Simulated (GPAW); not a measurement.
# Screening of a field by a 8-layer slab of Fe(100), part 2 of 2

Aim: the dipole that a field along the normal induces in a 8-layer slab of Fe(100).

GPAW 26.7.0; GPAW, PAW setups; slab in vacuum, relaxation (the session's first sound run).

So far, upper work function (eV): step 2 (relaxation) 3.89; step 3 (plane waves, PBE) 3.89.

### Step 5. Field on

Input file run.py:

```python
import json
import numpy as np
from ase import Atoms
from gpaw import GPAW, PW
from gpaw.external import ConstantElectricField

slab = Atoms(
    ['Fe', 'Fe', 'Fe', 'Fe', 'Fe', 'Fe', 'Fe', 'Fe'],
    positions=[
        [1.43500, 1.43500, 7.00000],
        [0.00000, 0.00000, 8.43500],
        [1.43500, 1.43500, 9.87000],
        [0.00000, 0.00000, 11.30500],
        [1.43500, 1.43500, 12.71216],
        [-0.00000, -0.00000, 14.12651],
        [1.43500, 1.43500, 15.57585],
        [-0.00000, 0.00000, 16.94845]],
    cell=[[2.87, 0.0, 0.0], [0.0, 2.87, 0.0], [0.0, 0.0, 24.045]],
    pbc=[True, True, False],
    magmoms=[2.5, 2.5, 2.5, 2.5, 2.5, 2.5, 2.5, 2.5])

slab.calc = GPAW(mode=PW(400), xc='PBE', kpts={'size': (11, 11, 1), 'gamma': True},
                 occupations={'name': 'fermi-dirac', 'width': 0.1}, nbands='160%',
                 convergence={'density': 1e-05}, maxiter=200,
                 poissonsolver={'dipolelayer': 'xy'},
                 external=ConstantElectricField(-0.1, [0, 0, 1]),
                 symmetry={'tolerance': 1e-3}, txt='slab.txt')
result = {}
energy = slab.get_potential_energy()
fermi = slab.calc.get_fermi_level()
v = slab.calc.get_electrostatic_potential().mean((0, 1)) - fermi
n = slab.calc.get_pseudo_density().mean((0, 1))
L = slab.cell[2, 2]
z = np.arange(len(v)) * L / len(v)
low, high = slab.positions[:, 2].min(), slab.positions[:, 2].max()
below, above = np.interp([low - 4.8, high + 4.8], z, v)
slopes = [np.interp(x, z, np.gradient(v, z)) for x in (low - 4.8, high + 4.8)]
eps = np.array([[slab.calc.get_eigenvalues(k, s) for k in range(len(slab.calc.get_ibz_k_points()))]
                for s in range(slab.calc.get_number_of_spins())]) - fermi
top, bottom = eps[eps < 0].max(), eps[eps > 0].min()
dipole = slab.get_dipole_moment()[2]
print(f'energy {energy:.4f} eV, Fermi level {fermi:.4f} eV, dipole {dipole:.5f} e A')
print(f'potential 4.8 A off the faces, from the Fermi level: lower {below:.4f} eV, upper {above:.4f} eV')
print(f'slope of the potential there: lower {slopes[0]:.5f}, upper {slopes[1]:.5f} eV/A')
print(f'nearest levels on the mesh: {top:.4f} and {bottom:.4f} eV')
print('magnetic moment', round(slab.get_magnetic_moment(), 3))
result.update(energy=energy, fermi=fermi, dipole=dipole, below=below, above=above, slopes=slopes, edges=[top, bottom],
              z=z.tolist(), v=v.tolist(), n=n.tolist(), positions=slab.positions.tolist(),
              forces=slab.get_forces(apply_constraint=False).tolist(), moments=slab.get_magnetic_moments().tolist())
json.dump(result, open('result.json', 'w'))
```

Started as:

```
$ OMP_NUM_THREADS=1 OPENBLAS_NUM_THREADS=1 python run.py
```

The program printed:

```text
energy -68.6819 eV, Fermi level 2.7251 eV, dipole -0.06137 e A
potential 4.8 A off the faces, from the Fermi level: lower 3.2066 eV, upper 4.5546 eV
slope of the potential there: lower -0.00078, upper 0.00115 eV/A
nearest levels on the mesh: -0.0041 and 0.0053 eV
magnetic moment 20.158
```

Run time: 3.2 h. Hardware: 1 thread of Arm Neoverse N1, shared host; peak memory 0.82 GiB.

This step gave:

```
dipole along the normal                                         : -0.06137 e·Å
levels nearest the Fermi level on the mesh                      : -0.004064, 0.005327 eV from the Fermi level
site moments                                                    : 2.943, 2.401, 2.416, 2.299, 2.265, 2.415, 2.352, 2.913 μB
potential below the slab, the applied field's own ramp left out : 3.207 eV from the Fermi level
potential above the slab, the applied field's own ramp left out : 4.555 eV from the Fermi level
```

The electrostatic potential energy of an electron (without an applied field's), less the Fermi level, planar mean oscillates, so the rows of the table below give means over windows of 1.4 Å about each position, cut where the curve ends. Its maxima inside the range that stand out by 2 % of the span (Å: eV): 7.7: -5.85, 9.1: -5.61, 10.6: -5.43, 12.0: -5.58, 13.4: -5.38, 14.8: -4.88, 16.2: -5.96, 23.5: 4.56. Its minima: 7.0: -15.1, 8.5: -14.8, 9.9: -14.7, 11.3: -14.4, 12.7: -14.3, 14.2: -14.2, 15.6: -14.2, 17.0: -14.1.

The electrostatic potential energy of an electron (without an applied field's), less the Fermi level, planar mean by z; means over each step:

z (Å), electrostatic potential energy of an electron (without an applied field's), less the Fermi level, planar mean (eV) and a bar from the least value:
```
     0.70        3.3 ###########################
     2.10        3.2 ###########################
     3.50        3.2 ###########################
     4.90        2.9 ###########################
     6.30       -4.5 ###########
     7.70      -10.1 
     9.10       -9.8 #
    10.50       -9.7 #
    11.90       -9.8 #
    13.30       -9.6 #
    14.70       -9.2 ##
    16.10       -9.9 
    17.50       -5.1 ##########
    18.90        4.1 #############################
    20.30        4.5 ##############################
    21.70        4.6 ##############################
    23.10        4.5 ##############################
```

Force by atom:

```
atom  x (eV/Å)  y (eV/Å)  z (eV/Å)   size
 Fe1     0.000     0.000     0.310  0.310
 Fe2     0.000     0.000    -0.307  0.307
 Fe3     0.000     0.000     0.086  0.086
 Fe4     0.000     0.000    -0.076  0.076
 Fe5     0.000     0.000    -0.025  0.025
 Fe6     0.000     0.000     0.019  0.019
 Fe7     0.000     0.000     0.005  0.005
 Fe8     0.000     0.000    -0.014  0.014
```

The dipole is now -0.0614 e Å, against -0.0011 in the run without a field.

### Step 6. In a field

Edit run.py of step 5 so:

```diff
@@ -25,3 +25,3 @@
                  poissonsolver={'dipolelayer': 'xy'},
-                 external=ConstantElectricField(-0.1, [0, 0, 1]),
+                 external=ConstantElectricField(-0.05, [0, 0, 1]),
                  symmetry={'tolerance': 1e-3}, txt='slab.txt')
```

The program printed:

```text

```

Wall time 3.4 h (1 thread); peak memory 0.74 GiB.

The run was cut off at its time limit.

### Step 7. In a field

Edit run.py of step 6 so:

```diff
@@ -25,3 +25,3 @@
                  poissonsolver={'dipolelayer': 'xy'},
-                 external=ConstantElectricField(-0.05, [0, 0, 1]),
+                 external=ConstantElectricField(0.05, [0, 0, 1]),
                  symmetry={'tolerance': 1e-3}, txt='slab.txt')
```

The program printed:

```text

```

Wall time 2.3 h (1 thread); peak memory 0.74 GiB.

The run was cut off at its time limit.

### Step 8. In a field

Edit run.py of step 7 so:

```diff
@@ -25,3 +25,3 @@
                  poissonsolver={'dipolelayer': 'xy'},
-                 external=ConstantElectricField(0.05, [0, 0, 1]),
+                 external=ConstantElectricField(0.1, [0, 0, 1]),
                  symmetry={'tolerance': 1e-3}, txt='slab.txt')
```

The program printed:

```text

```

The job ended after 20 s (1 thread; peak memory 0.38 GiB).

The run was cut off at its time limit.

### Step 9. In a field

Edit run.py of step 8 so:

```diff
@@ -25,3 +25,3 @@
                  poissonsolver={'dipolelayer': 'xy'},
-                 external=ConstantElectricField(0.1, [0, 0, 1]),
+                 external=ConstantElectricField(0.2, [0, 0, 1]),
                  symmetry={'tolerance': 1e-3}, txt='slab.txt')
```

The program printed:

```text

```

It took 20 s on 1 thread; peak memory 0.38 GiB.

The run was cut off at its time limit.

### Step 10. In a field

Edit run.py of step 9 so:

```diff
@@ -25,3 +25,3 @@
                  poissonsolver={'dipolelayer': 'xy'},
-                 external=ConstantElectricField(0.2, [0, 0, 1]),
+                 external=ConstantElectricField(0.3, [0, 0, 1]),
                  symmetry={'tolerance': 1e-3}, txt='slab.txt')
```

The program printed:

```text

```

Wall time 20 s (1 thread); peak memory 0.38 GiB.

The run was cut off at its time limit.

### Step 11. The series

The members are put on one axis.

This step: induced dipole against applied field (GPAW 26.7.0).

Table of dipole along the normal by field:

```
field (V/Å)  dipole along the normal (e·Å)
    -0.2000                         -0.123
    -0.1000                        -0.0614
     0.0000                       -0.00111
```

### Step 12. A changed run

One more run, with changed settings.

This step: GPAW, PAW setups; slab in vacuum (GPAW 26.7.0).

Edit run.py of step 10 so:

```diff
@@ -4,3 +4,2 @@
 from gpaw import GPAW, PW
-from gpaw.external import ConstantElectricField
 
@@ -21,7 +20,6 @@
 
-slab.calc = GPAW(mode=PW(400), xc='PBE', kpts={'size': (11, 11, 1), 'gamma': True},
+slab.calc = GPAW(mode=PW(400), xc='pbe96', kpts={'size': (11, 11, 1), 'gamma': True},
                  occupations={'name': 'fermi-dirac', 'width': 0.1}, nbands='160%',
-                 convergence={'density': 1e-05}, maxiter=200,
+                 convergence={'density': 1e-05}, maxiter=50,
                  poissonsolver={'dipolelayer': 'xy'},
-                 external=ConstantElectricField(0.3, [0, 0, 1]),
                  symmetry={'tolerance': 1e-3}, txt='slab.txt')
```

The program printed:

```text
NameError: Unknown functional: pbe96.
```

It took 1.1 s on 1 thread; peak memory 0.1 GiB.

The input was rejected at the start.

The program's message: “NameError: Unknown functional: pbe96.”

The change that led to it: xc = "pbe96".

### Step 13. Outcome

```yaml
work_function_both_faces: 3.89 eV
dipole_along_the_normal: -0.0011 e Å, near the numerical noise
induced_dipole_per_field: 0.613 e Å per V/Å
out_of_plane_polarisability_per_area_alpha_eps_0_a: 13.5 Å
```

**Reading.** The field induces 0.613 e Å per V/Å, a polarisable thickness α/(ε0 A) of 13.5 Å beside 9.95 Å between the outermost nuclei. A perfect conductor would give the distance between its two image planes; a dielectric of thickness t gives t(1 - 1/ε). The measured value for this face is 4.75 eV (as compiled in "Anisotropic work function of elemental crystals", 2019, arxiv:1902.07811); the relaxed upper face lies 0.86 eV under it with PBE. Measured work functions scatter by a tenth of an eV or more between methods. The induced dipole is linear in the field over this range. The small printed dipole stands for a step of 24 meV from the lower to the upper face, and the probes find 3.5 meV; values this small are near the numerical noise of both. One magnetic start was tried; another order may lie lower. The in-plane lattice was kept as typed, which isn't the functional's own and leaves some strain; spin-orbit coupling and temperature are left out.

[Logs are printed without paths, hosts, clocks, repeated set-up lines and the standing remarks that a program may print on its own settings, such as how far it seeks lower states.]

[Hosts, paths, dates, database ids (printed as entryN), source tags and the programs' standing remarks are cut or masked in the printed files.]
